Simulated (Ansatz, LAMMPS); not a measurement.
# Elastic response of amorphous Si0.375Ge0.625 (72 atoms)

Aim: relax amorphous Si0.375Ge0.625 (72 atoms), then change its volume and shape to read moduli from the stress.

Program: Ansatz 0.2.0. Level of theory: Kohn-Sham DFT, PBE, PAW (set soft_2), plane waves. Results are calculated unless marked as measured.

## 1. The structure

The cell holds 72 atoms: 27 Si and 45 Ge. Its edges and angles: a = 11.756 Å, b = 11.756 Å, c = 11.756 Å, α = 90.0°, β = 90.0°, γ = 90.0°. 72 atoms (27 Si, 45 Ge) placed at random at 4.12 g/cm³, melted at 3500 K for 10 ps at fixed volume with the Tersoff potential (Tersoff, Phys. Rev. B 39, 5566 (1989)). Quenched from 3500 K to 300 K at 20 K/ps and fixed volume, annealed at 800 K for 20 ps, held 5 ps, then minimised at fixed cell.

Limits known from the start: The quench rate of 20 K/ps is many orders above laboratory rates, so the cell is likely richer in defects and strain than a real sample. The starting topology of bonds comes from the classical model, and needn't be the one that DFT or experiment would give. Sampling is at Γ alone.

## 2. Single point at the start

The forces at the start show how far the geometry lies from a minimum of this functional.

The input, input.yaml:

```yaml
crystal:
  lattice:
    - [11.7556, 0.0, 0.0]
    - [0.0, 11.7556, 0.0]
    - [0.0, 0.0, 11.7556]
  atoms:
    - { symbol: Si, position: [0.58553, 0.91373, 0.04316] }
    - { symbol: Si, position: [0.5114, 0.45616, 0.10575] }
    - { symbol: Si, position: [0.37248, 0.12944, 0.08026] }
    - { symbol: Si, position: [0.29756, 0.36075, 0.61583] }
    - { symbol: Si, position: [0.17307, 0.57409, 0.46935] }
    - { symbol: Si, position: [0.092, 0.85004, 0.3074] }
    - { symbol: Si, position: [0.43435, 0.80819, 0.62138] }
    - { symbol: Si, position: [0.1233, 0.47628, 0.65196] }
    - { symbol: Si, position: [0.42376, 0.09614, 0.77758] }
    - { symbol: Si, position: [0.0708, 0.68772, 0.19173] }
    - { symbol: Si, position: [0.11548, 0.51478, 0.28413] }
    - { symbol: Si, position: [0.08031, 0.75441, 0.49657] }
    - { symbol: Si, position: [0.51018, 0.26892, 0.02773] }
    - { symbol: Si, position: [0.71768, 0.77344, 0.40536] }
    - { symbol: Si, position: [0.87945, 0.09616, 0.4146] }
    - { symbol: Si, position: [0.97786, 0.06652, 0.58407] }
    - { symbol: Si, position: [0.37338, 0.5832, 0.40392] }
    - { symbol: Si, position: [0.10957, 0.2025, 0.22455] }
    - { symbol: Si, position: [0.89793, 0.90577, 0.67035] }
    - { symbol: Si, position: [0.73172, 0.67992, 0.22658] }
    - { symbol: Si, position: [0.93507, 0.40169, 0.61379] }
    - { symbol: Si, position: [0.71966, 0.97306, 0.7385] }
    - { symbol: Si, position: [0.30994, 0.70258, 0.76235] }
    - { symbol: Si, position: [0.70254, 0.83314, 0.88404] }
    - { symbol: Si, position: [0.88632, 0.84435, 0.97574] }
    - { symbol: Si, position: [0.20676, 0.24488, 0.0509] }
    - { symbol: Si, position: [0.22784, 0.67493, 0.06818] }
    - { symbol: Ge, position: [0.29745, 0.86993, 0.31396] }
    - { symbol: Ge, position: [0.83401, 0.35916, 0.11163] }
    - { symbol: Ge, position: [0.3826, 0.05497, 0.28144] }
    - { symbol: Ge, position: [0.24752, 0.46608, 0.99907] }
    - { symbol: Ge, position: [0.56161, 0.72997, 0.12296] }
    - { symbol: Ge, position: [0.36076, 0.3541, 0.40816] }
    - { symbol: Ge, position: [0.49337, 0.78931, 0.83617] }
    - { symbol: Ge, position: [0.89555, 0.68422, 0.09857] }
    - { symbol: Ge, position: [0.93482, 0.22141, 0.71314] }
    - { symbol: Ge, position: [0.40023, 0.96796, 0.94281] }
    - { symbol: Ge, position: [0.37776, 0.70015, 0.21606] }
    - { symbol: Ge, position: [0.89105, 0.19374, 0.97205] }
    - { symbol: Ge, position: [0.53757, 0.68261, 0.49431] }
    - { symbol: Ge, position: [0.87471, 0.3096, 0.43403] }
    - { symbol: Ge, position: [0.69961, 0.0282, 0.16266] }
    - { symbol: Ge, position: [0.53354, 0.99049, 0.63779] }
    - { symbol: Ge, position: [0.02815, 0.84073, 0.82649] }
    - { symbol: Ge, position: [0.47752, 0.40904, 0.70922] }
    - { symbol: Ge, position: [0.7512, 0.167, 0.80841] }
    - { symbol: Ge, position: [0.75115, 0.61435, 0.8552] }
    - { symbol: Ge, position: [0.88736, 0.0175, 0.08357] }
    - { symbol: Ge, position: [0.2441, 0.17895, 0.3752] }
    - { symbol: Ge, position: [0.89613, 0.51386, 0.97326] }
    - { symbol: Ge, position: [0.11557, 0.68733, 0.69538] }
    - { symbol: Ge, position: [0.0888, 0.22978, 0.87001] }
    - { symbol: Ge, position: [0.98524, 0.35779, 0.26337] }
    - { symbol: Ge, position: [0.80416, 0.56476, 0.65468] }
    - { symbol: Ge, position: [0.23199, 0.81904, 0.91968] }
    - { symbol: Ge, position: [0.25705, 0.8755, 0.52283] }
    - { symbol: Ge, position: [0.32273, 0.4772, 0.21238] }
    - { symbol: Ge, position: [0.07761, 0.44577, 0.86773] }
    - { symbol: Ge, position: [0.68504, 0.48289, 0.22071] }
    - { symbol: Ge, position: [0.55296, 0.24819, 0.82869] }
    - { symbol: Ge, position: [0.17993, 0.07197, 0.55003] }
    - { symbol: Ge, position: [0.55562, 0.6034, 0.95335] }
    - { symbol: Ge, position: [0.24913, 0.18281, 0.71226] }
    - { symbol: Ge, position: [0.87005, 0.74115, 0.54686] }
    - { symbol: Ge, position: [0.71377, 0.9776, 0.36436] }
    - { symbol: Ge, position: [0.99997, 0.03045, 0.25764] }
    - { symbol: Ge, position: [0.65105, 0.22757, 0.16572] }
    - { symbol: Ge, position: [0.61868, 0.50804, 0.57733] }
    - { symbol: Ge, position: [0.38788, 0.53353, 0.85066] }
    - { symbol: Ge, position: [0.5475, 0.25925, 0.35832] }
    - { symbol: Ge, position: [0.6864, 0.39596, 0.41295] }
    - { symbol: Ge, position: [0.54239, 0.06439, 0.43526] }
kpoints:
  mp_grid: { grid: [1, 1, 1] }
hamiltonian:
  xc: pbe
scf:
  occupations: { method: gaussian, width: 0.05 }
output:
  forces: true
```

Launch:

```sh
$ ansatz run input.yaml --threads 4 --pin off --max-ram 8192MiB --backend cpu --events-out ev --progress --plain --runs-dir out
```

Numbers of over 12 decimals in the logs are rounded to 6 here.

The program printed:

```text
[...]
Pseudopotentials: kind: paw
Pseudopotential: Si, paw, valence charge 4, recommended cutoff 420 eV (normal), Si.paw.azcp
Pseudopotential: Ge, paw, valence charge 14, recommended cutoff 420 eV (normal), Ge.paw.azcp
[... 5 lines on functional and potentials left out ...]
Crystal: 72 atoms, lattice volume = 1624.555 Å³
Basis set: ecut = 420 eV, 31559 PW (Γ), exchange–correlation on 160×160×160 points (8 copies of the dense FFT grid, shifted against one another)
Bands: 441, of which v1, the nominal top of the filled ones, is band 369 counted from 1 (368 counted from 0)
Symmetry: 1 space group operations
Space group: P1 (ITA 1), of the structure as read, at distance tolerance 1.2e-4 Å
k-points: 1
[... 5 lines on functional and potentials left out ...]
Initial density: superposition of atomic densities (neutral atoms: chi_scale 0, normalization atom), corrected by the library's trained network
Initial wavefunctions: pseudopotential atomic-orbital guess
[...]
SCF iter   1: F=—  HF=-210421.557949 eV  |F-HF|=—  |Δ(HF+E_count)|=         —  Δρ=3.99e-3  dr2=8.88e-1  ethr=1.77e-3  ⟨swp⟩=6.0  Hψ=1650  notcnv=0
preconditioner: auto → LDOS  [insulator: Δε(μ)=0.112 eV  Ē_g=19.318 eV  σ=0.050 eV  W_gap=0.89  n_scr=388 (ndim 8)  ℏωp=25.0 eV  f_vac=0.048  D(μ)=13.31/eV (n_scr^D=56)  ε∞_Penn≈2.7  β→1.0]
SCF iter   2: F=—  HF=-210421.494907 eV  |F-HF|=—  |Δ(HF+E_count)|=   6.30e-2  Δρ=2.48e-3  dr2=4.88e-1  ethr=1.20e-4  ⟨swp⟩=3.0  Hψ=634  notcnv=0  defer=63
SCF iter   3: F=—  HF=-210421.416810 eV  |F-HF|=—  |Δ(HF+E_count)|=   7.81e-2  Δρ=6.88e-4  dr2=3.15e-2  ethr=6.61e-5  ⟨swp⟩=2.0  Hψ=658  notcnv=0  defer=49
automatic band count: iteration 3 solves 427 bands in place of 441: the levels show a gap, and the empty bands left out lie too high to hold charge; the band table lists the bands solved (type scf.n_extra_bands for more)
SCF iter   4: F=—  HF=-210421.413074 eV  |F-HF|=—  |Δ(HF+E_count)|=   3.74e-3  Δρ=2.56e-4  dr2=3.20e-3  ethr=4.27e-6  ⟨swp⟩=2.0  Hψ=494  notcnv=0  defer=49
SCF iter   5: F=—  HF=-210421.412794 eV  |F-HF|=—  |Δ(HF+E_count)|=   2.80e-4  Δρ=1.19e-4  dr2=7.10e-4  ethr=4.34e-7  ⟨swp⟩=2.0  Hψ=501  notcnv=0  defer=49
[...]
SCF iter  10: F=—  HF=-210421.412756 eV  |F-HF|=—  |Δ(HF+E_count)|=   6.06e-8  Δρ=1.56e-6  dr2=1.02e-7  ethr=9.11e-11  ⟨swp⟩=2.0  Hψ=697  notcnv=0  defer=49
SCF iter  11: F=-210421.412756 eV  HF=-210421.412756 eV  |F-HF|=9.98e-9  |Δ(HF+E_count)|=   7.97e-9  Δρ=6.80e-7  dr2=1.66e-8  ethr=1.36e-11  ⟨swp⟩=4.0  Hψ=1144  notcnv=0
SCF 1 converged in 11 iterations: F = -210421.412756 eV  dr2 = 1.66e-8
[...]
SCF converged after 11 iterations
Free energy (F): -210421.412756 eV
Harris-Foulkes:  -210421.412756 eV  (|F-HF|=9.98e-9)
Internal energy: -210421.377696 eV  (E = F + TS)
E sigma→0 (E₀):  -210421.395226 eV
Entropy (-TS):   -0.035060 eV (-0.487 meV/atom)
Fermi energy:    7.302555 eV
--- Per-component energies (eV) ---
[...]
Σ components = -210421.412756   (vs F -210421.412756, Δ=0.00e0)
--- Forces (eV/Å), atoms counted from 1 ---
  atom   1  Si    -0.25137043    -0.26311803    -0.72297199
  atom   2  Si    -0.01974597    -0.21824763     0.01529685
  atom   3  Si     0.02144671     0.07716874     0.01597565
  atom   4  Si     0.07289901    -0.01191671     0.05463879
[...]
atom  72  Ge    -0.51341500     0.02077235    -0.15057321
  max |Σ_I F_I| component: 3.70e-5 eV/Å
```

Run time: 18 s. Hardware: 4 threads of AMD EPYC 9R14 (Zen 4), shared host; peak memory 2.3 GiB; 46 s of CPU time.

The r.m.s. force at the start is 0.26 eV/Å.

## 3. Cell and atoms relaxed

Cell and atoms are freed together, to release stress as well as forces.

The input, input.yaml:

```yaml
crystal:
  lattice:
    - [11.7556, 0.0, 0.0]
    - [0.0, 11.7556, 0.0]
    - [0.0, 0.0, 11.7556]
  atoms:
    [... the 72 atom lines of step 2 ...]
kpoints:
  mp_grid: { grid: [1, 1, 1] }
hamiltonian:
  xc: pbe
scf:
  occupations: { method: gaussian, width: 0.05 }
output:
  forces: true
relax:
  f_tol: 0.05
  max_steps: 150
  cell: {}
```

The program printed:

```text
[...]
Crystal: 72 atoms, lattice volume = 1624.555 Å³
Basis set: ecut = 420 eV, 31559 PW (Γ), exchange–correlation on 160×160×160 points (8 copies of the dense FFT grid, shifted against one another)
Bands: 443, of which v1, the nominal top of the filled ones, is band 369 counted from 1 (368 counted from 0)
Symmetry: 1 space group operations
[...]
k-points: 1
[...]
SCF iter   1: F=—  HF=-210421.557963 eV  |F-HF|=—  |Δ(HF+E_count)|=         —  Δρ=4.00e-3  dr2=8.89e-1  ethr=1.77e-3  ⟨swp⟩=6.0  Hψ=1658  notcnv=0  defer=1
[...]
SCF iter  11: F=-210421.412756 eV  HF=-210421.412756 eV  |F-HF|=1.05e-8  |Δ(HF+E_count)|=   8.59e-9  Δρ=6.88e-7  dr2=1.71e-8  ethr=1.36e-11  ⟨swp⟩=3.0  Hψ=1158  notcnv=0
SCF 1 converged in 11 iterations: F = -210421.412756 eV  dr2 = 1.71e-8
[...]
relax step   1: F+E_penalty+E_count = -210421.41275578 eV  Δ(F+E_penalty+E_count) = +0.000e0 eV  max|allowed force component| = 7.529e-1 eV/Å  Δτ_max = 0.0000 Å  P = +0.681 GPa  Ω = 1624.555 Å³  (11 SCF iters, dr2 threshold 1.00e-7 eV, accepted)
[... from here on, the SCF cycles and remarks between the steps are left out ...]
relax step   2: F+E_penalty+E_count = -210422.88637569 eV  Δ(F+E_penalty+E_count) = -1.474e0 eV  max|allowed force component| = 5.715e-1 eV/Å  Δτ_max = 0.1927 Å  P = -0.131 GPa  Ω = 1640.024 Å³  energy of the carried Pulay correction = -2.496e-3 eV  (7 SCF iters, dr2 threshold 7.20e-6 eV, accepted)
relax step   3: F+E_penalty+E_count = -210423.40595604 eV  Δ(F+E_penalty+E_count) = -5.196e-1 eV  max|allowed force component| = 5.070e-1 eV/Å  Δτ_max = 0.2000 Å  P = -0.133 GPa  Ω = 1638.407 Å³  energy of the carried Pulay correction = -2.236e-3 eV  (7 SCF iters, dr2 threshold 7.20e-6 eV, accepted)
relax step   4: F+E_penalty+E_count = -210423.83422615 eV  Δ(F+E_penalty+E_count) = -4.283e-1 eV  max|allowed force component| = 5.799e-1 eV/Å  Δτ_max = 0.1948 Å  P = -0.046 GPa  Ω = 1634.824 Å³  energy of the carried Pulay correction = -1.659e-3 eV  (9 SCF iters, dr2 threshold 7.20e-6 eV, accepted)
relax step   5: F+E_penalty+E_count = -210424.17262450 eV  Δ(F+E_penalty+E_count) = -3.384e-1 eV  max|allowed force component| = 5.803e-1 eV/Å  Δτ_max = 0.1969 Å  P = +0.015 GPa  Ω = 1633.099 Å³  energy of the carried Pulay correction = -1.381e-3 eV  (8 SCF iters, dr2 threshold 7.20e-6 eV, accepted)
relax step   6: F+E_penalty+E_count = -210424.46355036 eV  Δ(F+E_penalty+E_count) = -2.909e-1 eV  max|allowed force component| = 3.636e-1 eV/Å  Δτ_max = 0.1950 Å  P = +0.058 GPa  Ω = 1632.894 Å³  energy of the carried Pulay correction = -1.348e-3 eV  (7 SCF iters, dr2 threshold 7.20e-6 eV, accepted)
relax step   7: F+E_penalty+E_count = -210424.76897740 eV  Δ(F+E_penalty+E_count) = -3.054e-1 eV  max|allowed force component| = 2.706e-1 eV/Å  Δτ_max = 0.2000 Å  P = +0.027 GPa  Ω = 1634.911 Å³  energy of the carried Pulay correction = -1.673e-3 eV  (8 SCF iters, dr2 threshold 7.20e-6 eV, accepted)
relax step   8: F+E_penalty+E_count = -210424.92207736 eV  Δ(F+E_penalty+E_count) = -1.531e-1 eV  max|allowed force component| = 2.070e-1 eV/Å  Δτ_max = 0.1942 Å  P = -0.027 GPa  Ω = 1638.947 Å³  energy of the carried Pulay correction = -2.322e-3 eV  (9 SCF iters, dr2 threshold 4.58e-6 eV, accepted)
relax step   9: F+E_penalty+E_count = -210424.88061355 eV  Δ(F+E_penalty+E_count) = +4.146e-2 eV  max|allowed force component| = 4.331e-1 eV/Å  Δτ_max = 0.2000 Å  P = +0.124 GPa  Ω = 1632.554 Å³  energy of the carried Pulay correction = -1.293e-3 eV  (9 SCF iters, dr2 threshold 2.68e-6 eV, rejected (line search))
relax step  10: F+E_penalty+E_count = -210424.99404980 eV  Δ(F+E_penalty+E_count) = -7.197e-2 eV  max|allowed force component| = 9.879e-2 eV/Å  Δτ_max = 0.0973 Å  P = -0.025 GPa  Ω = 1638.570 Å³  energy of the carried Pulay correction = -2.262e-3 eV  (14 SCF iters, accepted)
relax step  11: F+E_penalty+E_count = -210425.01793717 eV  Δ(F+E_penalty+E_count) = -2.389e-2 eV  max|allowed force component| = 2.113e-1 eV/Å  Δτ_max = 0.0976 Å  P = +0.036 GPa  Ω = 1637.460 Å³  energy of the carried Pulay correction = -2.083e-3 eV  (9 SCF iters, dr2 threshold 6.10e-7 eV, accepted)
relax step  12: F+E_penalty+E_count = -210425.03757371 eV  Δ(F+E_penalty+E_count) = -1.964e-2 eV  max|allowed force component| = 9.795e-2 eV/Å  Δτ_max = 0.1500 Å  P = +0.007 GPa  Ω = 1638.033 Å³  energy of the carried Pulay correction = -2.176e-3 eV  (8 SCF iters, dr2 threshold 2.79e-6 eV, accepted)
relax step  13: F+E_penalty+E_count = -210425.04796886 eV  Δ(F+E_penalty+E_count) = -1.040e-2 eV  max|allowed force component| = 1.113e-1 eV/Å  Δτ_max = 0.1074 Å  P = -0.018 GPa  Ω = 1638.221 Å³  energy of the carried Pulay correction = -2.206e-3 eV  (9 SCF iters, dr2 threshold 6.00e-7 eV, accepted)
relax step  14: F+E_penalty+E_count = -210425.05965883 eV  Δ(F+E_penalty+E_count) = -1.169e-2 eV  max|allowed force component| = 1.303e-1 eV/Å  Δτ_max = 0.0378 Å  P = -0.032 GPa  Ω = 1638.016 Å³  energy of the carried Pulay correction = -2.173e-3 eV  (7 SCF iters, dr2 threshold 7.75e-7 eV, accepted)
relax step  15: F+E_penalty+E_count = -210425.10019354 eV  Δ(F+E_penalty+E_count) = -4.053e-2 eV  max|allowed force component| = 2.142e-1 eV/Å  Δτ_max = 0.1975 Å  P = -0.010 GPa  Ω = 1636.419 Å³  energy of the carried Pulay correction = -1.916e-3 eV  (9 SCF iters, dr2 threshold 1.06e-6 eV, accepted)
relax step  16: F+E_penalty+E_count = -210425.11901376 eV  Δ(F+E_penalty+E_count) = -1.882e-2 eV  max|allowed force component| = 2.507e-1 eV/Å  Δτ_max = 0.1982 Å  P = +0.016 GPa  Ω = 1634.897 Å³  energy of the carried Pulay correction = -1.671e-3 eV  (9 SCF iters, dr2 threshold 2.87e-6 eV, accepted)
relax step  17: F+E_penalty+E_count = -210425.15316165 eV  Δ(F+E_penalty+E_count) = -3.415e-2 eV  max|allowed force component| = 5.736e-1 eV/Å  Δτ_max = 0.1955 Å  P = +0.001 GPa  Ω = 1636.737 Å³  energy of the carried Pulay correction = -1.967e-3 eV  (8 SCF iters, dr2 threshold 3.93e-6 eV, accepted)
relax step  18: F+E_penalty+E_count = -210425.27343536 eV  Δ(F+E_penalty+E_count) = -1.203e-1 eV  max|allowed force component| = 4.113e-1 eV/Å  Δτ_max = 0.2000 Å  P = -0.002 GPa  Ω = 1638.137 Å³  energy of the carried Pulay correction = -2.192e-3 eV  (7 SCF iters, dr2 threshold 7.20e-6 eV, accepted)
relax step  19: F+E_penalty+E_count = -210425.35703207 eV  Δ(F+E_penalty+E_count) = -8.360e-2 eV  max|allowed force component| = 4.047e-1 eV/Å  Δτ_max = 0.1956 Å  P = -0.029 GPa  Ω = 1640.469 Å³  energy of the carried Pulay correction = -2.567e-3 eV  (7 SCF iters, dr2 threshold 7.20e-6 eV, accepted)
relax step  20: F+E_penalty+E_count = -210425.43191990 eV  Δ(F+E_penalty+E_count) = -7.489e-2 eV  max|allowed force component| = 2.070e-1 eV/Å  Δτ_max = 0.2000 Å  P = -0.012 GPa  Ω = 1642.505 Å³  energy of the carried Pulay correction = -2.894e-3 eV  (7 SCF iters, dr2 threshold 7.20e-6 eV, accepted)
relax step  21: F+E_penalty+E_count = -210425.45794534 eV  Δ(F+E_penalty+E_count) = -2.603e-2 eV  max|allowed force component| = 1.049e-1 eV/Å  Δτ_max = 0.1740 Å  P = +0.000 GPa  Ω = 1643.188 Å³  energy of the carried Pulay correction = -3.003e-3 eV  (7 SCF iters, dr2 threshold 2.68e-6 eV, accepted)
relax step  22: F+E_penalty+E_count = -210425.47018089 eV  Δ(F+E_penalty+E_count) = -1.224e-2 eV  max|allowed force component| = 6.015e-2 eV/Å  Δτ_max = 0.0386 Å  P = -0.009 GPa  Ω = 1643.115 Å³  energy of the carried Pulay correction = -2.991e-3 eV  (7 SCF iters, dr2 threshold 6.88e-7 eV, accepted)
relax step  23: F+E_penalty+E_count = -210425.39084654 eV  Δ(F+E_penalty+E_count) = +7.933e-2 eV  max|allowed force component| = 3.184e-1 eV/Å  Δτ_max = 0.2000 Å  P = -0.006 GPa  Ω = 1646.587 Å³  energy of the carried Pulay correction = -3.547e-3 eV  (10 SCF iters, dr2 threshold 2.26e-7 eV, rejected (line search))
relax step  24: F+E_penalty+E_count = -210425.47621125 eV  Δ(F+E_penalty+E_count) = -6.030e-3 eV  max|allowed force component| = 1.947e-2 eV/Å  Δτ_max = 0.0430 Å  P = +0.008 GPa  Ω = 1643.452 Å³  energy of the carried Pulay correction = -3.045e-3 eV  (15 SCF iters, accepted)
relax step  25: F+E_penalty+E_count = -210425.48188576 eV  Δ(F+E_penalty+E_count) = -5.675e-3 eV  max|allowed force component| = 1.941e-2 eV/Å  Δτ_max = 0.0000 Å  P = +0.011 GPa  Ω = 1643.452 Å³  stress off target by 1.86e-2 GPa  SCF on the basis re-selected at this cell (its energy is not comparable with the rows above)  (11 SCF iters)
basis re-selected at this cell: Δ(F+E_penalty+E_count) = -5.675e-3 eV, ΔP = +0.002 GPa vs the last step (what re-selecting the basis moved, of the pressure what is left beyond the Pulay correction that the steps carried, after the strain that the cell walked since its last selection, [...]
SCF converged after 11 iterations
Free energy (F): -210425.481886 eV
[...]
Internal energy: -210425.481886 eV  (E = F + TS)
E sigma→0 (E₀):  -210425.481886 eV
Entropy (-TS):   -0.000000 eV (-0.000 meV/atom)
Fermi energy:    7.004654 eV
[...]
--- Forces (eV/Å), atoms counted from 1 ---
  atom   1  Si    -0.00326911     0.00096916     0.00637968
  atom   2  Si     0.00050337    -0.01419887    -0.00092976
  atom   3  Si    -0.00535517    -0.00000680    -0.00336830
  atom   4  Si    -0.00665394     0.00437643    -0.00622843
  atom   5  Si     0.00653242     0.00768645    -0.00027227
  atom   6  Si    -0.00291663     0.00723060     0.00242160
  atom   7  Si     0.00519182     0.00170686    -0.00312094
  atom   8  Si     0.00373986    -0.00511992     0.00426337
  atom   9  Si     0.00317944    -0.00530718    -0.00677060
  atom  10  Si     0.00173994    -0.01140441    -0.00484130
  atom  11  Si    -0.00162552    -0.00017066    -0.00015754
  atom  12  Si    -0.00041266     0.00063322    -0.00420445
  atom  13  Si    -0.00700271     0.01324572    -0.00355945
  atom  14  Si     0.00379929     0.00446511    -0.00045865
[...]
atom  71  Ge     0.00410030     0.00342944    -0.00579838
  atom  72  Ge     0.00565270    -0.00705479    -0.00099333
  max |Σ_I F_I| component: 1.95e-6 eV/Å
--- Stress (GPa, compression-positive) ---
        0.006994       0.006112      -0.004786
        0.006112       0.011167      -0.000687
       -0.004786      -0.000687       0.014160
  P = ⅓ Tr σ = 0.0108 GPa (0.108 kbar)
--- Relaxed structure (24 steps of the walk, 22 accepted, 1 SCFs on fresh bases) ---
  F+E_penalty+E_count = -210425.48188576 eV   max|allowed force component| = 1.941e-2 eV/Å   (the final SCF, on the basis selected at the relaxed cell)
  cell:  # Å, volume = 1643.4524 Å³
    - [11.539342, -0.063422, 0.071746]
    - [-0.063422, 11.830173, 0.036601]
    - [0.071746, 0.036601, 12.039767]
  atoms:
    - { symbol: Si, position: [0.561667, 0.919518, 0.034184] }
    - { symbol: Si, position: [0.488977, 0.445534, 0.122705] }
    - { symbol: Si, position: [0.366100, 0.139050, 0.088239] }
    - { symbol: Si, position: [0.318061, 0.365692, 0.620293] }
[...]
- { symbol: Ge, position: [0.527250, 0.056108, 0.439862] }
```

Elapsed: 4.1 min, on 4 threads; peak memory 2.4 GiB; 16 min of CPU time.

The relaxation converged after 24 steps, with a largest force component of 0.019 eV/Å.

(Continued in part 2 of 3.)

[Logs are printed without paths, hosts, clocks, repeated set-up lines and the standing remarks that a program may print on its own settings, such as how far it seeks lower states.]

[Hosts, paths, dates, database ids (printed as entryN), source tags and the programs' standing remarks are cut or masked in the printed files.]
